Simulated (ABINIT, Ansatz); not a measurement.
# CaAgH3 (Pm-3m): zone-centre phonons, part 3 of 4

Wanted: the vibrations of CaAgH3 (Pm-3m) at Γ, by two programs.

ABINIT 10.8.3; DFT LDA, scalar-relativistic, plane waves, PseudoDojo norm-conserving pseudopotentials.

So far. Step 4 (Linear response at Γ): The acoustic modes at Γ come out as far as 5.4 cm⁻¹ from zero, where they should vanish, a small numerical error. The lowest optical mode is imaginary, 623i cm⁻¹, an instability at this level and on this k mesh. The relaxed cell has a = 4.006 Å (conventional setting).

The structure was built from a prototype and need not be the compound's stable phase.

## 5. Zone-centre analysis

anaddb reads the merged derivatives and imposes the acoustic sum rule.

File anaddb.abi:

```
ddb_filepath "gamma_DDB"
output_file "anaddb.abo"
outdata_prefix "anaddb"
asr 1
chneut 1
enunit 2
eivec 1
nph1l 1
qph1l 0.0 0.0 0.0 1.0
```

File mrgddb.in:

```
gamma_DDB
merged
2
dfpt_gammao_DDB
gso_DDB
```

On the command line:

```sh
$ mrgddb < mrgddb.in > mrgddb.log
$ OMP_NUM_THREADS=1 anaddb anaddb.abi > anaddb.log
```

anaddb.abo, the main output file:

```text
-outvars_anaddb: echo values of input variables ----------------------

 Miscellaneous information :
      enunit         2
       eivec         1
         asr         1
 First list of wavevector (reduced coord.) :
       nph1l         1
       qph1l
                     0.00000000E+00  0.00000000E+00  0.00000000E+00    1.000E+00

================================================================================

 read the DDB information and perform some checks

  ==== Info on the Cryst% object ====
 Real(R)+Recip(G) space primitive vectors, cartesian coordinates (Bohr,Bohr^-1):
 R(1)=  7.5694104  0.0000000  0.0000000  G(1)=  0.1321107  0.0000000  0.0000000
 R(2)=  0.0000000  7.5694104  0.0000000  G(2)=  0.0000000  0.1321107  0.0000000
 R(3)=  0.0000000  0.0000000  7.5694104  G(3)=  0.0000000  0.0000000  0.1321107
 Unit cell volume ucvol=  4.3369675E+02 bohr^3
 Angles (23,13,12)=  9.00000000E+01  9.00000000E+01  9.00000000E+01 degrees
 Time-reversal symmetry is present
 Reduced atomic positions [iatom, xred, symbol]:
    1)    0.0000000  0.0000000  0.0000000  Ag
    2)    0.5000000  0.5000000  0.5000000  Ca
    3)    0.5000000  0.5000000  0.0000000   H
    4)    0.5000000  0.0000000  0.5000000   H
    5)    0.0000000  0.5000000  0.5000000   H

 DDB file with 3 blocks has been read.

================================================================================

 Treat the first list of vectors

  Phonon wavevector (reduced coordinates) :  0.00000  0.00000  0.00000
 Phonon energies in Hartree :
  -2.839407E-03 -2.839407E-03 -2.839407E-03 -2.793201E-03 -2.793201E-03
  -2.793201E-03  0.000000E+00  0.000000E+00  0.000000E+00  4.958382E-04
   4.958382E-04  4.958382E-04  7.764480E-03  7.764480E-03  7.764480E-03
 Phonon energies in meV     :
- -7.726420E+01 -7.726420E+01 -7.726420E+01 -7.600686E+01 -7.600686E+01
- -7.600686E+01  0.000000E+00  0.000000E+00  0.000000E+00  1.349245E+01
-  1.349245E+01  1.349245E+01  2.112823E+02  2.112823E+02  2.112823E+02
 Phonon frequencies in cm-1    :
- -6.231778E+02 -6.231778E+02 -6.231778E+02 -6.130367E+02 -6.130367E+02
- -6.130367E+02  0.000000E+00  0.000000E+00  0.000000E+00  1.088239E+02
-  1.088239E+02  1.088239E+02  1.704106E+03  1.704106E+03  1.704106E+03
 Phonon frequencies in Thz     :
- -1.868240E+01 -1.868240E+01 -1.868240E+01 -1.837838E+01 -1.837838E+01
- -1.837838E+01  0.000000E+00  0.000000E+00  0.000000E+00  3.262459E+00
-  3.262459E+00  3.262459E+00  5.108783E+01  5.108783E+01  5.108783E+01
 Phonon energies in Kelvin  :
- -8.966139E+02 -8.966139E+02 -8.966139E+02 -8.820230E+02 -8.820230E+02
- -8.820230E+02  0.000000E+00  0.000000E+00  0.000000E+00  1.565733E+02
-  1.565733E+02  1.565733E+02  2.451829E+03  2.451829E+03  2.451829E+03

 Eigendisplacements
 (will be given, for each mode : in cartesian coordinates
   for each atom the real part of the displacement vector,
   then the imaginary part of the displacement vector - absolute values smaller than 1.0d-7 are set to zero)
  Mode number    1   Energy   -2.839407E-03
 Attention : low frequency mode.
   (Could be unstable or acoustic mode)
-  1  0.00000000E+00  0.00000000E+00  0.00000000E+00
-     0.00000000E+00  0.00000000E+00  0.00000000E+00
-  2  0.00000000E+00  0.00000000E+00  0.00000000E+00
-     0.00000000E+00  0.00000000E+00  0.00000000E+00
-  3  7.90945432E-06  1.64963384E-02  0.00000000E+00
-     0.00000000E+00  0.00000000E+00  0.00000000E+00
-  4 -7.90945432E-06  0.00000000E+00  2.28128917E-06
-     0.00000000E+00  0.00000000E+00  0.00000000E+00
-  5  0.00000000E+00 -1.64963384E-02 -2.28128917E-06
-     0.00000000E+00  0.00000000E+00  0.00000000E+00
  Mode number    2   Energy   -2.839407E-03
 Attention : low frequency mode.
   (Could be unstable or acoustic mode)
-  1  0.00000000E+00  0.00000000E+00  0.00000000E+00
-     0.00000000E+00  0.00000000E+00  0.00000000E+00
-  2  0.00000000E+00  0.00000000E+00  0.00000000E+00
-     0.00000000E+00  0.00000000E+00  0.00000000E+00
-  3  1.04975489E-07  2.28123910E-06  0.00000000E+00
-     0.00000000E+00  0.00000000E+00  0.00000000E+00
-  4 -1.04975490E-07  0.00000000E+00 -1.64963403E-02
-     0.00000000E+00  0.00000000E+00  0.00000000E+00
-  5  0.00000000E+00 -2.28123910E-06  1.64963403E-02
-     0.00000000E+00  0.00000000E+00  0.00000000E+00
  Mode number    3   Energy   -2.839407E-03
 Attention : low frequency mode.
   (Could be unstable or acoustic mode)
-  1  0.00000000E+00  0.00000000E+00  0.00000000E+00
-     0.00000000E+00  0.00000000E+00  0.00000000E+00
-  2  0.00000000E+00  0.00000000E+00  0.00000000E+00
-     0.00000000E+00  0.00000000E+00  0.00000000E+00
-  3  1.64963386E-02 -7.90946877E-06  0.00000000E+00
-     0.00000000E+00  0.00000000E+00  0.00000000E+00
-  4 -1.64963386E-02  0.00000000E+00  1.03881697E-07
-     0.00000000E+00  0.00000000E+00  0.00000000E+00
-  5  0.00000000E+00  7.90946877E-06 -1.03881697E-07
-     0.00000000E+00  0.00000000E+00  0.00000000E+00
  Mode number    4   Energy   -2.793201E-03
 Attention : low frequency mode.
   (Could be unstable or acoustic mode)
-  1  0.00000000E+00 -2.96320597E-04  0.00000000E+00
-     0.00000000E+00  0.00000000E+00  0.00000000E+00
-  2  0.00000000E+00 -3.25666917E-05  0.00000000E+00
-     0.00000000E+00  0.00000000E+00  0.00000000E+00
-  3 -7.00722419E-07  1.63512521E-02  0.00000000E+00
-     0.00000000E+00  0.00000000E+00  0.00000000E+00
-  4 -7.00722419E-07  3.04265345E-04  1.29451849E-06
-     0.00000000E+00  0.00000000E+00  0.00000000E+00
-  5  0.00000000E+00  1.63512521E-02  1.29451849E-06
-     0.00000000E+00  0.00000000E+00  0.00000000E+00
  Mode number    5   Energy   -2.793201E-03
 Attention : low frequency mode.
   (Could be unstable or acoustic mode)
-  1  0.00000000E+00  0.00000000E+00  2.96320597E-04
-     0.00000000E+00  0.00000000E+00  0.00000000E+00
-  2  0.00000000E+00  0.00000000E+00  3.25666918E-05
-     0.00000000E+00  0.00000000E+00  0.00000000E+00
-  3 -1.20789650E-07  1.29451332E-06 -3.04265345E-04
-     0.00000000E+00  0.00000000E+00  0.00000000E+00
-  4 -1.20789650E-07  0.00000000E+00 -1.63512521E-02
-     0.00000000E+00  0.00000000E+00  0.00000000E+00
-  5  0.00000000E+00  1.29451332E-06 -1.63512521E-02
-     0.00000000E+00  0.00000000E+00  0.00000000E+00
  Mode number    6   Energy   -2.793201E-03
 Attention : low frequency mode.
   (Could be unstable or acoustic mode)
-  1  2.96320598E-04  0.00000000E+00  0.00000000E+00
-     0.00000000E+00  0.00000000E+00  0.00000000E+00
-  2  3.25666918E-05  0.00000000E+00  0.00000000E+00
-     0.00000000E+00  0.00000000E+00  0.00000000E+00
-  3 -1.63512521E-02 -7.00731980E-07  0.00000000E+00
-     0.00000000E+00  0.00000000E+00  0.00000000E+00
-  4 -1.63512521E-02  0.00000000E+00  1.20734174E-07
-     0.00000000E+00  0.00000000E+00  0.00000000E+00
-  5 -3.04265346E-04 -7.00731980E-07  1.20734174E-07
-     0.00000000E+00  0.00000000E+00  0.00000000E+00
  Mode number    7   Energy    0.000000E+00
 Attention : low frequency mode.
   (Could be unstable or acoustic mode)
-  1  0.00000000E+00 -2.51752380E-07  1.90622218E-03
-     0.00000000E+00  0.00000000E+00  0.00000000E+00
-  2  0.00000000E+00 -2.51754686E-07  1.90623965E-03
-     0.00000000E+00  0.00000000E+00  0.00000000E+00
-  3  0.00000000E+00 -2.51751949E-07  1.90623723E-03
-     0.00000000E+00  0.00000000E+00  0.00000000E+00
-  4  0.00000000E+00 -2.51754367E-07  1.90621892E-03
-     0.00000000E+00  0.00000000E+00  0.00000000E+00
-  5  0.00000000E+00 -2.51751949E-07  1.90621892E-03
-     0.00000000E+00  0.00000000E+00  0.00000000E+00
  Mode number    8   Energy    0.000000E+00
 Attention : low frequency mode.
   (Could be unstable or acoustic mode)
-  1  3.57203498E-07 -1.90622215E-03 -2.51776679E-07
-     0.00000000E+00  0.00000000E+00  0.00000000E+00
-  2  3.57206770E-07 -1.90623962E-03 -2.51778986E-07
-     0.00000000E+00  0.00000000E+00  0.00000000E+00
-  3  3.57202886E-07 -1.90621889E-03 -2.51778667E-07
-     0.00000000E+00  0.00000000E+00  0.00000000E+00
-  4  3.57202886E-07 -1.90623720E-03 -2.51776248E-07
-     0.00000000E+00  0.00000000E+00  0.00000000E+00
-  5  3.57206318E-07 -1.90621889E-03 -2.51776248E-07
-     0.00000000E+00  0.00000000E+00  0.00000000E+00
  Mode number    9   Energy    0.000000E+00
 Attention : low frequency mode.
   (Could be unstable or acoustic mode)
-  1  1.90622216E-03  3.57220624E-07  0.00000000E+00
-     0.00000000E+00  0.00000000E+00  0.00000000E+00
-  2  1.90623963E-03  3.57223897E-07  0.00000000E+00
-     0.00000000E+00  0.00000000E+00  0.00000000E+00
-  3  1.90621890E-03  3.57220012E-07  0.00000000E+00
-     0.00000000E+00  0.00000000E+00  0.00000000E+00
-  4  1.90621890E-03  3.57223444E-07  0.00000000E+00
-     0.00000000E+00  0.00000000E+00  0.00000000E+00
-  5  1.90623721E-03  3.57220012E-07  0.00000000E+00
-     0.00000000E+00  0.00000000E+00  0.00000000E+00
  Mode number   10   Energy    4.958382E-04
-  1  0.00000000E+00  1.59615852E-07 -1.16796743E-03
-     0.00000000E+00  0.00000000E+00  0.00000000E+00
-  2 -1.49086233E-07 -4.26537956E-07  3.12113387E-03
-     0.00000000E+00  0.00000000E+00  0.00000000E+00
-  3  0.00000000E+00  1.41657562E-07  2.96262542E-03
-     0.00000000E+00  0.00000000E+00  0.00000000E+00
-  4  0.00000000E+00 -4.04875998E-07 -1.03656007E-03
-     0.00000000E+00  0.00000000E+00  0.00000000E+00
-  5 -1.41514809E-07  1.41657562E-07 -1.03656007E-03
-     0.00000000E+00  0.00000000E+00  0.00000000E+00
  Mode number   11   Energy    4.958382E-04
-  1  3.21578696E-07  1.16796739E-03  1.59631206E-07
-     0.00000000E+00  0.00000000E+00  0.00000000E+00
-  2 -8.59347730E-07 -3.12113376E-03 -4.26578988E-07
-     0.00000000E+00  0.00000000E+00  0.00000000E+00
-  3  2.85398058E-07  1.03656004E-03 -4.04914947E-07
-     0.00000000E+00  0.00000000E+00  0.00000000E+00
-  4  2.85398058E-07 -2.96262531E-03  1.41671189E-07
-     0.00000000E+00  0.00000000E+00  0.00000000E+00
-  5 -8.15705297E-07  1.03656004E-03  1.41671189E-07
-     0.00000000E+00  0.00000000E+00  0.00000000E+00
  Mode number   12   Energy    4.958382E-04
-  1  1.16796740E-03 -3.21586318E-07  0.00000000E+00
-     0.00000000E+00  0.00000000E+00  0.00000000E+00
-  2 -3.12113378E-03  8.59368098E-07 -1.48968787E-07
-     0.00000000E+00  0.00000000E+00  0.00000000E+00
-  3  1.03656004E-03 -2.85404823E-07 -1.41403327E-07
-     0.00000000E+00  0.00000000E+00  0.00000000E+00
-  4  1.03656004E-03  8.15724630E-07  0.00000000E+00
-     0.00000000E+00  0.00000000E+00  0.00000000E+00
-  5 -2.96262534E-03 -2.85404823E-07  0.00000000E+00
-     0.00000000E+00  0.00000000E+00  0.00000000E+00
  Mode number   13   Energy    7.764480E-03
-  1  0.00000000E+00  0.00000000E+00  3.61241440E-06
-     0.00000000E+00  0.00000000E+00  0.00000000E+00
-  2  0.00000000E+00  0.00000000E+00  5.58139224E-04
-     0.00000000E+00  0.00000000E+00  0.00000000E+00
-  3  0.00000000E+00  0.00000000E+00 -2.30598140E-02
-     0.00000000E+00  0.00000000E+00  0.00000000E+00
-  4  0.00000000E+00  0.00000000E+00  2.40153089E-04
-     0.00000000E+00  0.00000000E+00  0.00000000E+00
-  5 -2.95150352E-06  0.00000000E+00  2.40153089E-04
-     0.00000000E+00  0.00000000E+00  0.00000000E+00
  Mode number   14   Energy    7.764480E-03
-  1  0.00000000E+00  3.61241443E-06  0.00000000E+00
-     0.00000000E+00  0.00000000E+00  0.00000000E+00
-  2  0.00000000E+00  5.58139229E-04  0.00000000E+00
-     0.00000000E+00  0.00000000E+00  0.00000000E+00
-  3  0.00000000E+00  2.40153091E-04  0.00000000E+00
-     0.00000000E+00  0.00000000E+00  0.00000000E+00
-  4  0.00000000E+00 -2.30598142E-02  0.00000000E+00
-     0.00000000E+00  0.00000000E+00  0.00000000E+00
-  5 -3.07180425E-07  2.40153091E-04  0.00000000E+00
-     0.00000000E+00  0.00000000E+00  0.00000000E+00
  Mode number   15   Energy    7.764480E-03
-  1  3.61241440E-06  0.00000000E+00  0.00000000E+00
-     0.00000000E+00  0.00000000E+00  0.00000000E+00
-  2  5.58139224E-04  0.00000000E+00  0.00000000E+00
-     0.00000000E+00  0.00000000E+00  0.00000000E+00
-  3  2.40153089E-04  0.00000000E+00  2.95150367E-06
-     0.00000000E+00  0.00000000E+00  0.00000000E+00
-  4  2.40153089E-04  3.07179036E-07  0.00000000E+00
-     0.00000000E+00  0.00000000E+00  0.00000000E+00
-  5 -2.30598140E-02  0.00000000E+00  0.00000000E+00
-     0.00000000E+00  0.00000000E+00  0.00000000E+00

 Analysis of degeneracies and characters (maximum tolerance=1.00E-06 a.u.)
 For each vibration mode, or group of modes if degenerate,
 the characters are given for each symmetry operation (see the list in the log file).
 Symmetry characters of vibration mode #   1
       degenerate with vibration modes #   2 to    3
  3.0 -3.0 -1.0  1.0 -1.0  1.0 -1.0  1.0 -1.0  1.0  1.0 -1.0 -1.0  1.0  1.0 -1.0
 -0.0  0.0  0.0 -0.0 -0.0  0.0 -0.0  0.0 -1.0  1.0  1.0 -1.0  1.0 -1.0 -1.0  1.0
 -0.0  0.0 -0.0  0.0 -0.0  0.0  0.0 -0.0 -1.0  1.0 -1.0  1.0  1.0 -1.0  1.0 -1.0
 Symmetry characters of vibration mode #   4
       degenerate with vibration modes #   5 to    6
  3.0 -3.0 -1.0  1.0 -1.0  1.0 -1.0  1.0  1.0 -1.0 -1.0  1.0  1.0 -1.0 -1.0  1.0
  0.0 -0.0  0.0 -0.0 -0.0  0.0 -0.0  0.0  1.0 -1.0 -1.0  1.0 -1.0  1.0  1.0 -1.0
  0.0 -0.0 -0.0  0.0 -0.0  0.0  0.0 -0.0  1.0 -1.0  1.0 -1.0 -1.0  1.0 -1.0  1.0
 Symmetry characters of vibration mode #   7
       degenerate with vibration modes #   8 to    9
  3.0 -3.0 -1.0  1.0 -1.0  1.0 -1.0  1.0  1.0 -1.0 -1.0  1.0  1.0 -1.0 -1.0  1.0
  0.0 -0.0  0.0 -0.0 -0.0  0.0 -0.0  0.0  1.0 -1.0 -1.0  1.0 -1.0  1.0  1.0 -1.0
  0.0 -0.0 -0.0  0.0 -0.0  0.0  0.0 -0.0  1.0 -1.0  1.0 -1.0 -1.0  1.0 -1.0  1.0
 Symmetry characters of vibration mode #  10
       degenerate with vibration modes #  11 to   12
  3.0 -3.0 -1.0  1.0 -1.0  1.0 -1.0  1.0  1.0 -1.0 -1.0  1.0  1.0 -1.0 -1.0  1.0
 -0.0  0.0 -0.0  0.0  0.0 -0.0  0.0 -0.0  1.0 -1.0 -1.0  1.0 -1.0  1.0  1.0 -1.0
 -0.0  0.0  0.0 -0.0  0.0 -0.0 -0.0  0.0  1.0 -1.0  1.0 -1.0 -1.0  1.0 -1.0  1.0
 Symmetry characters of vibration mode #  13
       degenerate with vibration modes #  14 to   15
  3.0 -3.0 -1.0  1.0 -1.0  1.0 -1.0  1.0  1.0 -1.0 -1.0  1.0  1.0 -1.0 -1.0  1.0
 -0.0  0.0  0.0 -0.0  0.0 -0.0 -0.0  0.0  1.0 -1.0 -1.0  1.0 -1.0  1.0  1.0 -1.0
 -0.0  0.0  0.0 -0.0 -0.0  0.0  0.0 -0.0  1.0 -1.0  1.0 -1.0 -1.0  1.0 -1.0  1.0
-
```

Run time: 0.51 s. Hardware: 1 thread of Arm Neoverse V1, shared host.

Numbers from this step:

- lowest optical zone-centre mode: -623.2 cm⁻¹

No LO-TO term; unit eigenvectors of the mass-weighted matrix, from anaddb's displacements. The modes at Γ (shares of kinetic energy by element, %) (negative means imaginary):

| mode | frequency (cm⁻¹) | symmetry | Ag % | Ca % | H % |
| --- | --- | --- | --- | --- | --- |
| 1 | -623.2 | T2u | 0 | 0 | 100 |
| 2 | -623.2 | T2u | 0 | 0 | 100 |
| 3 | -623.2 | T2u | 0 | 0 | 100 |
| 4 | -613.0 | T1u | 2 | 0 | 98 |
| 5 | -613.0 | T1u | 2 | 0 | 98 |
| 6 | -613.0 | T1u | 2 | 0 | 98 |
| 7 | 0.0 | acoustic | 71 | 27 | 2 |
| 8 | 0.0 | acoustic | 71 | 27 | 2 |
| 9 | 0.0 | acoustic | 71 | 27 | 2 |
| 10 | 108.8 | T1u | 27 | 71 | 2 |
| 11 | 108.8 | T1u | 27 | 71 | 2 |
| 12 | 108.8 | T1u | 27 | 71 | 2 |
| 13 | 1704.1 | T1u | 0 | 2 | 98 |
| 14 | 1704.1 | T1u | 0 | 2 | 98 |
| 15 | 1704.1 | T1u | 0 | 2 | 98 |

Displacements in mode 2 (-623.2 cm⁻¹), the largest set to 1:
```
Ag1  0.00  0.00  0.00
Ca2  0.00  0.00  0.00
H3   0.00  0.00  0.00
H4   0.00  0.00 -1.00
H5   0.00  0.00  1.00
```

Displacements in mode 13 (1704.1 cm⁻¹), the largest set to 1:
```
Ag1  0.00  0.00  0.00
Ca2  0.00  0.00  0.02
H3   0.00  0.00 -1.00
H4   0.00  0.00  0.01
H5   0.00  0.00  0.01
```

The rule moves no optical mode by more than 0.2 cm⁻¹.

(Part 3 of 4 ends here.)

[Host names and launcher messages were left out of these logs when they were recorded.]

[Logs are printed without paths, hosts, clocks, repeated set-up lines and the standing remarks that a program may print on its own settings, such as how far it seeks lower states.]

[Hosts, paths, dates, database ids (printed as entryN), source tags and the programs' standing remarks are cut or masked in the printed files.]
